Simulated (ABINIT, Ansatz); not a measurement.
# Ho (P6_3/mmc): phonons by linear response, part 2 of 3

How does Ho (P6_3/mmc) vibrate, and is this structure a minimum?

ABINIT 10.8.3; DFT PBE, scalar-relativistic, plane waves, PseudoDojo norm-conserving, 4f in core pseudopotentials.

So far. Step 3 (Relaxation): The volume changes by +0.1 % in this run and stands +0.1 % from the first cell. Step 4 (Self-consistent run for the response): The cell stands at -0.53 GPa: the relaxation ran with a smoothed and higher cutoff, and the difference is a stress of the finite basis. The relaxed cell has a = 3.584, c = 5.599 Å (conventional setting).

## 5. Zone-centre response

At q = 0 one unit cell holds all displacements. The response is solved for single atoms along the cell's directions, and symmetry skips those that follow from others. The crystal is treated as a metal, which screens a static field, so no field response is asked.

Contents of dfpt_gamma.abi:

```

# common to the responses
getwfk_filepath "gso_WFK"
kptopt 2
nqpt 1
qpt 0.0 0.0 0.0
asr 0
chneut 0

# displacements
rfphon 1
rfatpol 1 2
rfdir 1 1 1
tolvrs 1.0d-10
prtwf 0
prtpot 1

# basis, mesh and filling
ecut 21.0
ngkpt 9 9 6
nshiftk 1
shiftk 0.0 0.0 0.0
istwfk *1
occopt 7
tsmear 0.01
nband 18
nstep 100
diemac 1000000.0
prtebands 0
prtgsr 0

# cell and atoms
acell 3*1.0 Angstrom
rprim 
    3.583621872 0.0 0.0
    -1.791810936 3.103507578 0.0
    0.0 0.0 5.598868385
ntypat 1
znucl 67
natom 2
typat 1 1
xred 
    1/3 2/3 0.25
    2/3 1/3 0.75
pp_dirpath "./pseudo"
pseudos "Ho.upf"
```

Launch:

```bash
> OMP_NUM_THREADS=1 mpirun -n 8 abinit dfpt_gamma.abi > dfpt_gamma.log
```

Numbers of over 12 decimals in the logs are rounded to 6 here.

dfpt_gamma.abo, the main output file:

```text
[banners, grids, parts of the stress and lines that vanish by symmetry left out]
- input  file    -> dfpt_gamma.abi
- output file    -> dfpt_gamma.abo
- root for input  files -> dfpt_gammai
- root for output files -> dfpt_gammao

 Symmetries : space group P6_3/m m c (#194); Bravais hP (primitive hexag.)
================================================================================
 Values of the parameters that define the memory need of the present run (RF).
     intxc =       0      iscf =       7    lmnmax =       7     lnmax =       7
     mgfft =      45  mpssoang =       4    mqgrid =    3001     natom =       2
  nloc_mem =       1    nspden =       1   nspinor =       1    nsppol =       1
      nsym =      24    n1xccc =    2501    ntypat =       1    occopt =       7
   xclevel =       2
-    mband =          18        mffmem =           1         mkmem =          31
-   mkqmem =          31        mk1mem =          31           mpw =        1956
      nfft =       40500          nkpt =         244
- my_mband =          18
================================================================================
================================================================================

--------------------------------------------------------------------------------
------------- Echo of variables that govern the present computation ------------
--------------------------------------------------------------------------------
-
- outvars: echo of selected default values
-   iomode0 =  0 , fftalg0 =312 , wfoptalg0 =  0
-
- outvars: echo of global parameters not present in the input file
-  max_nthreads =    1
-
 -outvars: echo values of preprocessed input variables
 [... echo left out ...]
================================================================================

 chkinp: Checking input parameters for consistency.

[...]
== DATASET  1 ==================================================================
-   mpi_nproc: 8, omp_nthreads: 1 (-1 if OMP is not activated)

--- !DatasetInfo
iteration_state: {dtset: 1, }
dimensions: {natom: 2, nkpt: 244, mband: 18, nsppol: 1, nspinor: 1, nspden: 1, mpw: 1956, }
cutoff_energies: {ecut:  21.0, pawecutdg:  -1.0, }
electrons: {nelect:   2.20000000E+01, charge:   0.00000000E+00, occopt:   7.00000000E+00, tsmear:   1.00000000E-02, }
meta: {optdriver: 1, rfphon: 1, }
...

 mkfilename: getwfk from: gso_WFK

 Real(R)+Recip(G) space primitive vectors, cartesian coordinates (Bohr,Bohr^-1):
 R(1)=  6.7720639  0.0000000  0.0000000  G(1)=  0.1476655  0.0852547  0.0000000
 R(2)= -3.3860319  5.8647794  0.0000000  G(2)=  0.0000000  0.1705094  0.0000000
 R(3)=  0.0000000  0.0000000 10.5803279  G(3)=  0.0000000  0.0000000  0.0945150
 Unit cell volume ucvol=  4.2021529E+02 bohr^3
 Angles (23,13,12)=  9.00000000E+01  9.00000000E+01  1.20000000E+02 degrees
 setup1 : take into account q-point for computing boxcut.

 getcut: wavevector=  0.0000  0.0000  0.0000  ngfft=  30  30  45
         ecut(hartree)=     21.000   => boxcut(ratio)=   2.01595

--- Pseudopotential description ------------------------------------------------
- pspini: atom type   1  psp file is ./pseudo/Ho.upf

   1.22149356E+03                                ecore*ucvol(ha*bohr**3)
--------------------------------------------------------------------------------

 ==>  initialize data related to q vector <==

 The list of irreducible perturbations for this q vector is:
    1)    idir= 1    ipert=   1
    2)    idir= 3    ipert=   1

[...]
The perturbation idir=   2  ipert=   1 is
 symmetric of a previously calculated perturbation.
 So, its SCF calculation is not needed.

 The perturbation idir=   1  ipert=   2 is
 symmetric of a previously calculated perturbation.
 So, its SCF calculation is not needed.

 The perturbation idir=   2  ipert=   2 is
 symmetric of a previously calculated perturbation.
 So, its SCF calculation is not needed.

 The perturbation idir=   3  ipert=   2 is
 symmetric of a previously calculated perturbation.
 So, its SCF calculation is not needed.

--------------------------------------------------------------------------------
 Perturbation wavevector (in red.coord.)   0.000000  0.000000  0.000000
 Perturbation : displacement of atom   1   along direction   1
 Found     2 symmetries that leave the perturbation invariant.

[...]
dfpt_looppert : total number of electrons, from k and k+q
  fully or partially occupied states are    2.200000E+01 and    2.200000E+01.
 Initialisation of the first-order wave-functions :
  ireadwf=   0

--- !BeginCycle
iteration_state: {dtset: 1, }
solver: {iscf: 7, nstep: 100, nline: 4, wfoptalg: 0, }
tolerances: {tolvrs: 1.00E-10, }
...

     iter   2DEtotal(Ha)        deltaE(Ha) residm    vres2
-ETOT  1  0.961692     -1.007E+03 1.125E+00 4.955E+01
 ETOT  2  0.616403     -3.453E-01 1.029E-01 4.891E+00
 ETOT  3  0.612534     -3.869E-03 2.998E-02 1.722E-01
 ETOT  4  0.612422     -1.127E-04 6.579E-03 2.322E-03
 ETOT  5  0.612421     -5.513E-07 5.586E-03 5.635E-04
[...]
At SCF step   10       vres2   =  2.41E-12 < tolvrs=  1.00E-10 =>converged.
[...]
Mean square residual over all n,k,spin=   88.161E-09; max=  23.121E-05

 Thirteen components of 2nd-order total energy (hartree) are
 1,2,3: 0th-order hamiltonian combined with 1st-order wavefunctions
     kin0=   6.82478116E+02 eigvalue=   1.42332592E+02  local=  -4.10054507E+02
 4,5,6: 1st-order hamiltonian combined with 1st and 0th-order wfs
 loc psp =  -1.43537382E+03  Hartree=   3.49978995E+02     xc=  -8.87036376E+01
 note that "loc psp" includes a xc core correction that could be resolved
 7,8,9: eventually, occupation + non-local contributions
    edocc=   1.48088817E+02     enl0=   1.82901552E+02   enl1=  -5.78670038E+02
 1-9 gives the relaxation energy (to be shifted if some occ is /=2.0)
   erelax=  -1.00702193E+03
 10,11,12 Non-relaxation  contributions : frozen-wavefunctions and Ewald
 fr.local=   6.85209921E+02 fr.nonlo=   2.89256628E+02  Ewald=   9.29014107E+00
 13,14 Frozen wf xc core corrections (1) and (2)
 frxc 1  =  -1.40299607E+02  frxc 2 =   1.64177266E+02
 Resulting in :
 2DEtotal=    0.6124208740E+00 Ha. Also 2DEtotal=    0.166648209469E+02 eV
    (2DErelax=   -1.0070219279E+03 Ha. 2DEnonrelax=    1.0076343487E+03 Ha)
    (  non-var. 2DEtotal :    6.1242092710E-01 Ha)

[...]
Perturbation wavevector (in red.coord.)   0.000000  0.000000  0.000000
 Perturbation : displacement of atom   1   along direction   3
 Found     6 symmetries that leave the perturbation invariant.

--------------------------------------------------------------------------------

--------------------------------------------------------------------------------

 dfpt_looppert : total number of electrons, from k and k+q
  fully or partially occupied states are    2.200000E+01 and    2.200000E+01.
 Initialisation of the first-order wave-functions :
  ireadwf=   0

--- !BeginCycle
iteration_state: {dtset: 1, }
solver: {iscf: 7, nstep: 100, nline: 4, wfoptalg: 0, }
tolerances: {tolvrs: 1.00E-10, }
...

     iter   2DEtotal(Ha)        deltaE(Ha) residm    vres2
-ETOT  1   19.967096790748     -2.748E+03 2.176E+00 5.540E+04
[...]
ETOT  9   4.300231     -2.260E-10 2.669E-07 7.948E-09
 ETOT 10   4.300231     -2.547E-11 3.588E-08 9.463E-11

 At SCF step   10       vres2   =  9.46E-11 < tolvrs=  1.00E-10 =>converged.
[...]
Mean square residual over all n,k,spin=   69.630E-12; max=  35.879E-09

 Thirteen components of 2nd-order total energy (hartree) are
 1,2,3: 0th-order hamiltonian combined with 1st-order wavefunctions
     kin0=   1.68645401E+03 eigvalue=   3.45372826E+02  local=  -1.01213383E+03
 4,5,6: 1st-order hamiltonian combined with 1st and 0th-order wfs
 loc psp =  -4.13290401E+03  Hartree=   1.17163977E+03     xc=  -2.19184792E+02
 note that "loc psp" includes a xc core correction that could be resolved
 7,8,9: eventually, occupation + non-local contributions
    edocc=   3.48801433E+02     enl0=   4.42485041E+02   enl1=  -1.39396491E+03
 1-9 gives the relaxation energy (to be shifted if some occ is /=2.0)
   erelax=  -2.76343446E+03
 10,11,12 Non-relaxation  contributions : frozen-wavefunctions and Ewald
 fr.local=   1.65030077E+03 fr.nonlo=   6.99383467E+02  Ewald=   3.59708870E+02
 13,14 Frozen wf xc core corrections (1) and (2)
 frxc 1  =  -3.42643487E+02  frxc 2 =   4.00985068E+02
 Resulting in :
 2DEtotal=    0.4300231497E+01 Ha. Also 2DEtotal=    0.117015260202E+03 eV
    (2DErelax=   -2.7634344607E+03 Ha. 2DEnonrelax=    2.7677346922E+03 Ha)
    (  non-var. 2DEtotal :    4.3002346587E+00 Ha)

[...]
---- first-order wavefunction calculations are completed ----

 ==> Compute Derivative Database <==

 [... matrices left out ...]
  Phonon wavevector (reduced coordinates) :  0.00000  0.00000  0.00000
 Phonon energies in Hartree :
  -8.818102E-06  1.145004E-05  1.145004E-05  2.977917E-04  2.977917E-04
   5.055891E-04
 Phonon frequencies in cm-1    :
- -1.935350E+00  2.512994E+00  2.512994E+00  6.535772E+01  6.535772E+01
-  1.109640E+02

== END DATASET(S) ==============================================================
================================================================================

 -outvars: echo values of variables after computation
            acell      1.8897261259E+00  1.8897261259E+00  1.8897261259E+00 Bohr
           etotal      4.3002314966E+00
            fcart      0.0000000000E+00  0.0000000000E+00  0.0000000000E+00
           strten      0.0000000000E+00  0.0000000000E+00  0.0000000000E+00
================================================================================
```

The job ended after 33 s (8 MPI ranks of Arm Neoverse V2, shared host).

Numbers from this step:

```
largest acoustic frequency at the zone centre before the sum rule : 2.51 cm⁻¹
highest optical zone-centre mode (no LO-TO term)                  : 111.0 cm⁻¹
lowest optical zone-centre mode                                   : 65.36 cm⁻¹
```

The acoustic modes at Γ come out as far as 2.5 cm⁻¹ from zero, where they should vanish, a small numerical error.

## 6. Linear response on the mesh

Linear response treats each wavevector of the 3×3×2 mesh in the unit cell; the first-order potentials are kept for the electron-phonon matrix elements.

Contents of dfpt_q.abi:

```
ndtset 5

# wavevectors
qpt1 0.3333333333 0.0 0.0
qpt2 0.3333333333 0.3333333333 0.0
qpt3 0.0 0.0 0.5
qpt4 0.3333333333 0.0 0.5
qpt5 0.3333333333 0.3333333333 0.5

# displacements
getwfk_filepath "gso_WFK"
getwfq_filepath "gso_WFK"
kptopt 3
nqpt 1
rfphon 1
rfatpol 1 2
rfdir 1 1 1
tolvrs 1.0d-10
prtwf 0
prtpot 1

# basis, mesh and filling
ecut 21.0
ngkpt 9 9 6
nshiftk 1
shiftk 0.0 0.0 0.0
istwfk *1
occopt 7
tsmear 0.01
nband 18
nstep 100
diemac 1000000.0
prtebands 0
prtgsr 0

# cell and atoms
acell 3*1.0 Angstrom
rprim 
    3.583621872 0.0 0.0
    -1.791810936 3.103507578 0.0
    0.0 0.0 5.598868385
ntypat 1
znucl 67
natom 2
typat 1 1
xred 
    1/3 2/3 0.25
    2/3 1/3 0.75
pp_dirpath "./pseudo"
pseudos "Ho.upf"
```

Launch:

```bash
> OMP_NUM_THREADS=1 mpirun -n 8 abinit dfpt_q.abi > dfpt_q.log
```

dfpt_q.abo, the main output file:

```text
[banners, grids, parts of the stress and lines that vanish by symmetry left out]
- input  file    -> dfpt_q.abi
- output file    -> dfpt_q.abo
- root for input  files -> dfpt_qi
[...]
DATASET    1 : space group P6_3/m m c (#194); Bravais hP (primitive hexag.)
[...]
nfft =       40500          nkpt =         486
[...]
DATASET    2 : space group P6_3/m m c (#194); Bravais hP (primitive hexag.)
[...]
nfft =       40500          nkpt =         486
[...]
DATASET    3 : space group P6_3/m m c (#194); Bravais hP (primitive hexag.)
[...]
nfft =       40500          nkpt =         486
[...]
DATASET    4 : space group P6_3/m m c (#194); Bravais hP (primitive hexag.)
[...]
nfft =       40500          nkpt =         486
[...]
DATASET    5 : space group P6_3/m m c (#194); Bravais hP (primitive hexag.)
[...]
nfft =       40500          nkpt =         486
[...]
== DATASET  1 ==================================================================
[...]
cutoff_energies: {ecut:  21.0, pawecutdg:  -1.0, }
[...]
Perturbation : displacement of atom   1   along direction   1
[...]
-ETOT  1   25.401440133261     -1.138E+03 1.275E+00 2.123E+05
 ETOT  2   39.410808126645      1.401E+01 1.251E+00 3.469E+05
 ETOT  3   2.189619     -3.722E+01 2.142E-01 7.697E+02
 ETOT  4   2.091824     -9.779E-02 3.116E-02 6.371E+00
 ETOT  5   2.089688     -2.136E-03 2.566E-02 3.810E-01
[...]
At SCF step   13       vres2   =  5.63E-12 < tolvrs=  1.00E-10 =>converged.
[...]
Perturbation : displacement of atom   1   along direction   2
[...]
-ETOT  1   1.866095     -1.025E+03 1.114E+00 4.157E+01
[...]
At SCF step   10       vres2   =  1.66E-11 < tolvrs=  1.00E-10 =>converged.
[...]
Perturbation : displacement of atom   1   along direction   3
[...]
-ETOT  1   9.108517     -2.625E+03 2.201E+00 8.846E+03
[...]
At SCF step   13       vres2   =  1.76E-11 < tolvrs=  1.00E-10 =>converged.
[...]
Phonon wavevector (reduced coordinates) :  0.33333  0.00000  0.00000
 Phonon energies in Hartree :
[...]
Phonon frequencies in cm-1    :
-  5.092744E+01  5.427816E+01  8.479961E+01  8.922832E+01  9.357544E+01
-  1.075467E+02
[...]
== DATASET  2 ==================================================================
[...]
cutoff_energies: {ecut:  21.0, pawecutdg:  -1.0, }
[...]
Perturbation : displacement of atom   1   along direction   1
[...]
-ETOT  1   6.750615     -1.123E+03 3.117E+00 1.382E+04
[...]
At SCF step   11       vres2   =  1.08E-11 < tolvrs=  1.00E-10 =>converged.
[...]
Perturbation : displacement of atom   1   along direction   3
[...]
-ETOT  1   6.344736     -2.572E+03 4.828E+00 1.249E+03
[...]
At SCF step   10       vres2   =  1.67E-11 < tolvrs=  1.00E-10 =>converged.
[...]
Phonon wavevector (reduced coordinates) :  0.33333  0.33333  0.00000
 Phonon energies in Hartree :
[...]
Phonon frequencies in cm-1    :
-  8.020677E+01  8.020677E+01  8.268650E+01  8.268650E+01  9.493402E+01
-  1.018855E+02
[...]
== DATASET  3 ==================================================================
[...]
cutoff_energies: {ecut:  21.0, pawecutdg:  -1.0, }
[...]
- 67.00000  11.00000  180302                  znucl, zion, pspdat
[...]
Perturbation : displacement of atom   1   along direction   1
[...]
-ETOT  1   4.985386     -1.120E+03 1.760E+00 6.759E+03
[...]
At SCF step   10       vres2   =  6.57E-11 < tolvrs=  1.00E-10 =>converged.
[...]
Perturbation : displacement of atom   1   along direction   3
[...]
-ETOT  1   10.898706436342     -2.591E+03 2.077E+00 1.457E+04
[...]
ETOT  9   4.501527     -1.451E-10 3.919E-01 4.047E-09
 ETOT 10   4.501527     -6.821E-12 4.647E-01 9.563E-11
 At SCF step   10       vres2   =  9.56E-11 < tolvrs=  1.00E-10 =>converged.
[...]
Phonon wavevector (reduced coordinates) :  0.33333  0.33333  0.50000
 Phonon energies in Hartree :
[...]
Phonon frequencies in cm-1    :
-  5.056605E+01  5.056605E+01  9.608552E+01  9.608552E+01  1.008397E+02
-  1.008397E+02
[...]
strten3     0.0000000000E+00  0.0000000000E+00  0.0000000000E+00
           
================================================================================
```

Elapsed: 11 min, on 8 MPI ranks.

This step gave:

```
lowest mode on the q mesh (acoustic ones at the zone centre apart) : 47.72 cm⁻¹
```

Frequencies (cm⁻¹) before the sum rule at the irreducible wavevectors but Γ, which is solved apart; negative means imaginary. Frequencies by wavevector:

```csv
q (fractions),star,mode 1,mode 2,mode 3,mode 4,mode 5,mode 6
0.3333 0 0,6,50.93,54.28,84.8,89.23,93.58,107.5
0.3333 0.3333 0,2,80.21,80.21,82.69,82.69,94.93,101.9
0 0 0.5,1,47.72,47.72,47.72,47.72,81.47,81.47
0.3333 0 0.5,6,65.37,65.37,70.16,70.16,99.85,99.85
0.3333 0.3333 0.5,2,50.57,50.57,96.09,96.09,100.8,100.8
```

(Part 2 of 3 ends here.)

[Host names and launcher messages were left out of these logs when they were recorded.]

[Logs are printed without paths, hosts, clocks, repeated set-up lines and the standing remarks that a program may print on its own settings, such as how far it seeks lower states.]

[Hosts, paths, dates, database ids (printed as entryN), source tags and the programs' standing remarks are cut or masked in the printed files.]
